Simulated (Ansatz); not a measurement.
# twin(11-21) boundary in hcp Ru: structure and resistance, part 2 of 2

Aim: the relaxed structure and the specific resistance of the twin(11-21) boundary in hcp Ru.

Ansatz 0.2.0; Ansatz plane-wave DFT, PBE, PAW files; relaxation of a bicrystal slab with its lowest layers held; PAW set soft_1 (the session's first sound run).

So far. Step 2 (Relaxing the bicrystal): The largest force component on a free atom ends at 0.029 eV/Å, under the tolerance of 0.03, after 7 steps.

### Step 3. Transmission across the boundary

Bulk layers of each grain are laid under and over the relaxed boundary, and a lead is named in the middle of each, away from the free faces. The mesh across the current, 16×16, is finer than the density's, because channels open and close sharply across the zone. Energies from -0.1 to 0.1 eV in steps of 0.05 eV are too few for the program's thermal sum, so it prints no conductance; for a metal the transmission near the Fermi level serves, at a fraction of the cost.

This step: Ansatz plane-wave DFT, PBE, PAW files; ballistic transport by layer matching (Landauer), zero bias; boundary relaxed in a short slab, bulk layers laid on; PAW set soft_1 (Ansatz 0.2.0).

System of this step: twin(11-21) boundary in hcp Ru. The cell holds 68 atoms: 68 Ru. Its edges and angles: a = 4.687 Å, b = 5.065 Å, c = 51.622 Å, α = 90.0°, β = 90.0°, γ = 62.4°. It derives from Ru. Regions: lower grain, 28 atoms (28 Ru); boundary, 18 atoms (18 Ru); upper grain, 22 atoms (22 Ru). Vacuum lies along c.

Contents of input.yaml:

```yaml
crystal:
  lattice:
    - [4.6865830751, 0.0, 0.0]
    - [2.3432915376, 4.4905462942, 0.0]
    - [0.0, 0.0, 51.6220294697]
  atoms:
    - { symbol: Ru, position: [-9.4002458439, 1.8838250208, 0.0774862988] }
    - { symbol: Ru, position: [-8.9608871632, 2.3384409924, 0.089981348] }
    - { symbol: Ru, position: [-8.8548618156, 1.7930569641, 0.1024763971] }
    - { symbol: Ru, position: [-8.4155031348, 2.2476729357, 0.1149714463] }
    - { symbol: Ru, position: [-8.3094777872, 1.7022889074, 0.1274664954] }
    - { symbol: Ru, position: [-7.8701191064, 2.156904879, 0.1399615446] }
    - { symbol: Ru, position: [-7.7640937588, 1.6115208507, 0.1524565938] }
    - { symbol: Ru, position: [-7.3247350781, 2.0661368223, 0.1649516429] }
    - { symbol: Ru, position: [-7.2187097305, 1.5207527939, 0.1774466921] }
    - { symbol: Ru, position: [-6.7793510497, 1.9753687656, 0.1899417413] }
    - { symbol: Ru, position: [-6.6733257021, 1.4299847372, 0.2024367904] }
    - { symbol: Ru, position: [-6.2339670213, 1.8846007089, 0.2149318396] }
    - { symbol: Ru, position: [-6.1279416737, 1.3392166805, 0.2274268887] }
    - { symbol: Ru, position: [-5.6885829929, 1.7938326522, 0.2399219379] }
    - { symbol: Ru, position: [-5.5825576454, 1.2484486238, 0.2524169871] }
    - { symbol: Ru, position: [-5.1431989646, 1.7030645955, 0.2649120362] }
    - { symbol: Ru, position: [-5.037173617, 1.1576805671, 0.2774070854] }
    - { symbol: Ru, position: [-4.5978149362, 1.6122965387, 0.2899021346] }
    - { symbol: Ru, position: [-4.4917895886, 1.0669125104, 0.3023971837] }
    - { symbol: Ru, position: [-4.0524309078, 1.521528482, 0.3148922329] }
    - { symbol: Ru, position: [-3.9464055603, 0.9761444537, 0.3273872821] }
    - { symbol: Ru, position: [-3.5070468795, 1.4307604253, 0.3398823312] }
    - { symbol: Ru, position: [-3.4010215319, 0.885376397, 0.3523773804] }
    - { symbol: Ru, position: [-2.9616628511, 1.3399923686, 0.3648724295] }
    - { symbol: Ru, position: [-2.8556375035, 0.7946083403, 0.3773674787] }
    - { symbol: Ru, position: [-2.4162788227, 1.2492243119, 0.3898625279] }
    - { symbol: Ru, position: [-2.3102534752, 0.7038402835, 0.402357577] }
    - { symbol: Ru, position: [-1.8708947944, 1.1584562552, 0.4148526262] }
    - { symbol: Ru, position: [0.2351305532, 0.6130722268, 0.4273476754] }
    - { symbol: Ru, position: [0.674489234, 0.0676881985, 0.4398427245] }
    - { symbol: Ru, position: [0.7819576879, 0.520841899, 0.452984377] }
    - { symbol: Ru, position: [0.2172669928, 0.9801053719, 0.4646320619] }
    - { symbol: Ru, position: [0.3280594541, 0.429336355, 0.4780958122] }
    - { symbol: Ru, position: [0.7639320849, 0.8914617704, 0.4901889196] }
    - { symbol: Ru, position: [0.8734698423, 0.3386236748, 0.5032841905] }
    - { symbol: Ru, position: [0.3114711161, 0.7957327801, 0.5141570925] }
    - { symbol: Ru, position: [0.4188068515, 0.2579146628, 0.5301479267] }
    - { symbol: Ru, position: [0.8627382006, 0.7040006638, 0.5384305749] }
    - { symbol: Ru, position: [0.3635565205, 0.7034567927, 0.5618726516] }
    - { symbol: Ru, position: [0.9191347938, 0.2563111935, 0.5701447371] }
    - { symbol: Ru, position: [0.8123870941, 0.7931411097, 0.5861392618] }
    - { symbol: Ru, position: [0.3743307992, 0.3363183184, 0.5968115926] }
    - { symbol: Ru, position: [0.2643464369, 0.8898499901, 0.6100997743] }
    - { symbol: Ru, position: [0.8283511665, 0.4276093117, 0.6222878111] }
    - { symbol: Ru, position: [0.7190504661, -0.0223736057, 0.6355696843] }
    - { symbol: Ru, position: [0.2819668421, 0.5193997148, 0.6471805057] }
    - { symbol: Ru, position: [-1.8251960339, 1.0665890971, 0.6601176688] }
    - { symbol: Ru, position: [-2.2645547147, 0.6119731255, 0.6726127179] }
    - { symbol: Ru, position: [-2.3705800622, 1.1573571538, 0.6851077671] }
    - { symbol: Ru, position: [-2.809938743, 0.7027411822, 0.6976028163] }
    - { symbol: Ru, position: [-2.9159640906, 1.2481252105, 0.7100978654] }
    - { symbol: Ru, position: [-3.3553227714, 0.7935092389, 0.7225929146] }
    - { symbol: Ru, position: [-3.461348119, 1.3388932673, 0.7350879638] }
    - { symbol: Ru, position: [-3.9007067998, 0.8842772956, 0.7475830129] }
    - { symbol: Ru, position: [-4.0067321473, 1.429661324, 0.7600780621] }
    - { symbol: Ru, position: [-4.4460908281, 0.9750453523, 0.7725731113] }
    - { symbol: Ru, position: [-4.5521161757, 1.5204293807, 0.7850681604] }
    - { symbol: Ru, position: [-4.9914748565, 1.065813409, 0.7975632096] }
    - { symbol: Ru, position: [-5.0975002041, 1.6111974374, 0.8100582587] }
    - { symbol: Ru, position: [-5.5368588849, 1.1565814657, 0.8225533079] }
    - { symbol: Ru, position: [-5.6428842324, 1.7019654941, 0.8350483571] }
    - { symbol: Ru, position: [-6.0822429132, 1.2473495225, 0.8475434062] }
    - { symbol: Ru, position: [-6.1882682608, 1.7927335508, 0.8600384554] }
    - { symbol: Ru, position: [-6.6276269416, 1.3381175792, 0.8725335046] }
    - { symbol: Ru, position: [-6.7336522892, 1.8835016075, 0.8850285537] }
    - { symbol: Ru, position: [-7.17301097, 1.4288856359, 0.8975236029] }
    - { symbol: Ru, position: [-7.2790363176, 1.9742696642, 0.910018652] }
    - { symbol: Ru, position: [-7.7183949983, 1.5196536926, 0.9225137012] }
kpoints:
  mp_grid: { grid: [6, 6, 1] }
hamiltonian:
  xc: pbe
  pseudopotentials: { kind: paw, azcp: { folder: soft_1 } }
scf:
  occupations: { method: fermi_dirac, width: 0.1 }
output:
  transmission:
    leads: [[16, 18], [54, 56]]
    kmesh: [16, 16]
    e_range: [-0.1, 0.1]
    de: 0.05
  write_potential: true
  write_density: true
  volumetric_format: npy
  elf: true
```

On the command line:

```sh
ansatz run input.yaml --threads 8 --pin off --max-ram 15360MiB --backend cpu --events-out ev --progress --plain --runs-dir out
```

Numbers of over 12 decimals in the logs are rounded to 6 here.

Log:

```text
[...]
Crystal: 68 atoms, lattice volume = 1086.402 Å³
Basis set: ecut = 420 eV, 21221 PW (Γ)
Bands: 653, of which v1, the nominal top of the filled ones, is band 544 counted from 1 (543 counted from 0)
Symmetry: 1 space group operations
[...]
k-points: 20 of 36 (time reversal used)
[...]
SCF iter   1: F=—  HF=-399787.164133 eV  |F-HF|=—  |Δ(HF+E_count)|=         —  Δρ=1.12e-1  dr2=5.86e2  ethr=3.10e-3  ⟨swp⟩=7.0  Hψ=47748  notcnv=0  defer=13
[...]
SCF iter  12: F=-399743.293684 eV  HF=-399743.293684 eV  |F-HF|=5.58e-8  |Δ(HF+E_count)|=   2.45e-8  Δρ=2.00e-6  dr2=9.46e-8  ethr=9.19e-12  ⟨swp⟩=11.9  Hψ=39957  notcnv=0
SCF 1 converged in 12 iterations: F = -399743.293684 eV  dr2 = 9.46e-8
[...]
transmission: 988 of 9880 steps passed
transmission: 1976 of 9880 steps passed
[...]
transmission: 9880 of 9880 steps passed
WARN: The output density's exchange-correlation potential varies sharply where the density is thin. Do not read a vacuum level from v_tot or v_xc, or from such a field of the output density. On a cell that repeats whose density bears no net charge and no dipole along the vacuum's axis use v_es (v_loc + v_h of the components); under efield.dipole_correction with no amplitude use v_es + v_field, which holds any externa [...]
SCF converged after 12 iterations
Free energy (F): -399743.293684 eV
[...]
Internal energy: -399741.212307 eV  (E = F + TS)
E sigma→0 (E₀):  -399742.252996 eV
Entropy (-TS):   -2.081378 eV (-30.608 meV/atom)
Fermi energy:    19.189899 eV
[...]
--- Band table (eV; the first three rows and the last of 20) ---
  k-point 0: bands = [... 540 lower, 18.8532, 18.8865, 18.9059, 18.9198, 18.9689, 18.9788, 19.0234, 19.0301, ... 105 higher]
  k-point 1: bands = [... 540 lower, 18.8184, 18.8642, 18.9069, 18.9218, 19.0138, 19.0394, 19.0868, 19.1110, ... 105 higher]
  k-point 2: bands = [... 540 lower, 19.0613, 19.0780, 19.0964, 19.1472, 19.1824, 19.2141, 19.2611, 19.2813, ... 105 higher]
  k-point 19: bands = [... 540 lower, 19.1644, 19.1794, 19.2068, 19.2466, 19.2682, 19.2851, 19.3112, 19.3485, ... 105 higher]
--- Transmission ---
  basis      : 181 plane waves across, 76 finite elements along
  points     : 130, standing for a mesh of 16 x 16
  energies   : 5 from -0.100000 to 0.100000 eV about the Fermi level, 0.050000 eV apart; the leads are filled to 0.000000 eV, and channels, transmission and decay are at 0.000000 eV
  crystal 0  : Ru4, at the sites [16, 18], period 2.5801 Å, over 19.35 Å; its Hamiltonian steps by up to 15.7 meV
    offset         : up to 0.0000 Å between an atom of the period and one for which it stands
    channels       : 4.164062e0 a spin
    conductance    : none, the energies end too early or step too widely for 300 K: set another output.transmission.e_range or a lower de, or, where they end at an eighth of basis.ecutwfc, a higher one
[...]
channels       : 4.164062e0 a spin
[...]
junction   : crystal 0 to crystal 1, 14.00 to 38.27 Å
    transmission   : 2.181781e0 a spin
[...]
```

It took 35 min on 8 threads of Intel Xeon at 2.50GHz (Skylake/Cascade Lake), shared host; peak memory 14 GiB.

This step gave:

| Quantity | Value |
| --- | --- |
| free energy | -399743.2937 eV |
| energy at zero smearing | -399742.2530 eV |
| Fermi energy | 19.19 eV |
| cell area | 21.05 Å² |
| transmission per spin nearest the Fermi level | 2.182 |
| open channels per spin nearest the Fermi level | 4.164 |
| open channels per spin, upper lead | 4.164 |
| step of the lead's potential | 15.7 meV |
| step of the upper lead's potential | 41.2 meV |

Per spin. Table of transmission, zone mean by energy, zero at the Fermi level:

| energy (eV) | transmission, zone mean |
| --- | --- |
| -0.1000 | 2.26 |
| -0.0500 | 2.23 |
| 0.0000 | 2.18 |
| 0.0500 | 2.22 |
| 0.1000 | 2.21 |

Per spin. Table of open channels, zone mean, lead = upper lead by energy, zero at the Fermi level:

| energy (eV) | open channels, zone mean, lead = upper lead |
| --- | --- |
| -0.1000 | 4.23 |
| -0.0500 | 4.23 |
| 0.0000 | 4.16 |
| 0.0500 | 4.34 |
| 0.1000 | 4.35 |

Transmission over k1 and k2. At 0.0000 eV from the Fermi level.

Ten even steps from '0' (0.63) to '9' (4.18):
```
5311001102233656
5420011223433444
7531111255555345
7422112555555347
6512015688454366
6522145877454255
6643454899654365
7754354999453457
6563456998454346
6552454778541225
6663454886510215
7743555555211224
7543555552111135
5444334322110024
5656332201100113
5636221101122636
```
Columns: k1 (b1) from -0.5 to 0.438; rows upwards: k2 (b2) from -0.5 to 0.438.

Open channels over k1 and k2. At 0.0000 eV from the Fermi level.

Ten even steps from '_' (1.00) to '@' (7.00):
```
****--++....--....--------****%%
%%%%------....------------**++++
%%%%++--..------++++++++++++****
%%%%--++------++++++++++++++**%%
%%%%--**----++++****--++++++%%%%
%%**++**--++++**++**++**++++****
**@@****++++--**%%%%%%**++++**++
@@%%++++++++++%%@@%%++++++++++%%
**++**++++**%%%%%%**--++++****@@
%%****++++**++**++**++++--**++**
%%%%%%++++++--****++++----**--%%
%%%%**++++++++++++++------++--%%
%%****++++++++++++------..--++%%
%%++++**------------....------%%
**%%****--------....--....++--**
@@@@++**----....__....----**++@@
```
Columns: k1 (b1) from -0.5 to 0.438; rows upwards: k2 (b2) from -0.5 to 0.438.

Valence density in the cb plane at fractional x = 0.264, with atoms of Ru within 0.2 Å of it. It is the smooth field of the valence electrons, not physical close to the nuclei.

Values in units of 1e0 e/Å³, 7 rows by 16 columns, each cell a mean:
```
0.4 0.3 0.7 1.2 0.3 0.4 0.4 1.1 0.5 3.3 7.3 0.4 0.1 0.0 0.0 0.0
4.0 1.0 0.9 1.7 0.4 0.5 0.6 5.3 1.5 1.6 3.4 0.5 0.3 0.0 0.0 0.0
5.8 1.5 0.4 0.5 0.9 1.2 0.4 2.5 0.8 0.4 0.4 2.5 4.0 0.1 0.0 0.0
0.8 0.4 0.4 0.3 0.6 0.7 0.3 0.3 0.5 2.8 0.7 3.7 6.0 0.2 0.0 0.0
0.4 0.5 0.4 0.4 0.4 0.2 0.6 0.6 0.6 4.4 1.0 0.6 0.8 0.1 0.0 0.0
0.7 1.5 0.3 0.3 0.4 0.3 0.8 0.8 0.3 0.8 0.3 0.2 0.1 0.0 0.0 0.0
0.4 0.8 0.3 0.3 0.4 0.4 0.4 0.4 0.3 0.8 1.5 0.2 0.0 0.0 0.0 0.0
```
Columns run along c (16.0 Å, from fractional 0.69 to 1.00 of the cell), rows up along b (5.1 Å). Atoms in or near the plane, at fractional coordinates: Ru at (0.89, 0.88), Ru at (0.92, 0.52).

Electrostatic potential energy in the cb plane at fractional x = 0.264, with atoms of Ru within 0.2 Å of it. With pseudopotentials it is smooth inside the atoms' cores, unlike the true potential.

Ten even steps from '0' (-59 eV) to '9' (24 eV), each cell a mean:
```
99999998778999888999889997200279999999999999
88899986457999989987446897100169999999999999
53479985347999999984003798411379999999999999
10048997678987789983003799866898778999999999
10048999889975579986336899999996213799999999
53379999999975579998888998789983000589999999
88899999999987789999999974358984000589999999
99999999999999999998999851027997324799999999
99888999998999999877899862137999888999999999
98767899998999999866789986578999999999999999
98546899999999999876799999899999999999999999
98767899999999999988999999988999999999999999
99888999999999988999999998643689999999999999
```
Columns run along c (16.0 Å, from fractional 0.69 to 1.00 of the cell; values clipped at the 3rd and 97th percentile), rows up along b (5.1 Å). Atoms in or near the plane, at fractional coordinates: Ru at (0.89, 0.88), Ru at (0.92, 0.52).

ELF in the cb plane at fractional x = 0.264, with atoms of Ru within 0.2 Å of it. It is the smooth field of the valence electrons, not physical close to the nuclei.

Ten even steps from '0' (0.00) to '9' (0.60), each cell a mean:
```
44445544554444433454443444899953332100000000
44444446775455443445775445998963432110000000
78754446875444454448998444799855432110000000
99974445654544544448998444465455554211000000
99974554444456654435886444444446998521100000
78754434555456654444444444444448989831100000
34444333444445444555444457874458999731100000
44454434443444344444344369995445898421000000
44444444444444444455434469985344454211000000
44565444444444443466545446654344433210000000
44676434444544444455444444444443333210000000
43565334444444444444444344444333322110000000
43344443344444444445544443588633321100000000
```
Columns run along c (16.0 Å, from fractional 0.69 to 1.00 of the cell), rows up along b (5.1 Å). Atoms in or near the plane, at fractional coordinates: Ru at (0.89, 0.88), Ru at (0.92, 0.52).

Over the solved energies the transmission per spin lies between 2.18 and 2.26, out of 4.26 channels of the lead on average (up to 4.35). The log calls the step of a lead's potential too much.

### Step 4. Specific resistance

This step: Ansatz plane-wave DFT, PBE, PAW files; ballistic transport by layer matching (Landauer), zero bias; specific resistance of the boundary; PAW set soft_1 (Ansatz 0.2.0).

This step gave:

```
area resistance                      : 0.5870 fΩ m²
T over the leads' mean channel count : 0.5205
```

Averaged over the energies near the Fermi level, 52.0 % of the channels pass, which makes 0.587 fΩ m².

By hand, with T and the leads' channels N averaged over the energies near the Fermi level: RA = A (h/2e²)(1/T − ½[1/N₁ + 1/N₂]) = 21.05×10⁻²⁰ m² × 12 906 Ω × (1/2.219 − ½[1/4.264 + 1/4.263]) = 0.587 fΩ m².

### Step 5. Results

```json
{
  "specific resistance of the boundary": "0.587 fΩ m²",
  "share of channels that pass": "0.520"
}
```

The boundary has a specific resistance of 0.59 fΩ m². The boundary reflects 48 % of the channels; 0.59 fΩ m² is 5.9×10⁻¹² Ω·cm². In the relaxation the upper grain slid sideways by about 0.4 Å, so the result belongs to the position that it found, not to the starting one. One starting structure was relaxed; another shift or atom count at the boundary may lie lower. A lead's potential steps by up to 41 meV from period to period, which the log calls too much, so longer leads could move the result.

[Logs are printed without paths, hosts, clocks, repeated set-up lines and the standing remarks that a program may print on its own settings, such as how far it seeks lower states.]

[Hosts, paths, dates, database ids (printed as entryN), source tags and the programs' standing remarks are cut or masked in the printed files.]
